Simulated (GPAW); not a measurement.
# Surface energies of Al: faces and functionals

Which face of Al costs least to make, and how far does the functional move the answer?

Set-up. GPAW 26.7.0, plane waves at 450 eV with PAW setups; symmetric 1×1 slabs cut at the tabulated lattice constant (two decimals; low-temperature values for the alkali metals), atoms at bulk places, 7.5 Å of vacuum on each side, one in-plane mesh for all thicknesses, Fermi-Dirac smearing of 0.1 eV. Energies are extrapolated to zero smearing and count from the program's reference atoms. Each γ comes from a line through the energies of slabs of six layers and more, E(n) = nε + 2Aγ.

Results:

| face | area an atom (Å²) | γ LDA (J/m²) | γ PBE (J/m²) | γ RPBE (J/m²) |
| --- | --- | --- | --- | --- |
| (111) | 7.10 | 0.99 | 0.83 | 0.75 |
| (100) | 8.20 | 1.08 | 0.92 | 0.83 |

What this shows: With PBE the surface energy runs from 0.83 J/m² on (111) to 0.92 J/m² on (100). The densest face, (111), is the cheapest. Per surface atom the cost is 0.37 eV on (111) and 0.47 eV on (100), rising as the faces open up and each atom loses more neighbours. On every face the functionals order as LDA > PBE > RPBE, by 0.24 to 0.25 J/m² from first to last: the stronger the gradient correction to exchange, the less a surface costs.

What the numbers leave out: The surfaces are unrelaxed and unreconstructed; relaxation lowers the open faces most. All functionals use the tabulated lattice constant. Faces whose energies scatter by over 20 meV about the line were left out.
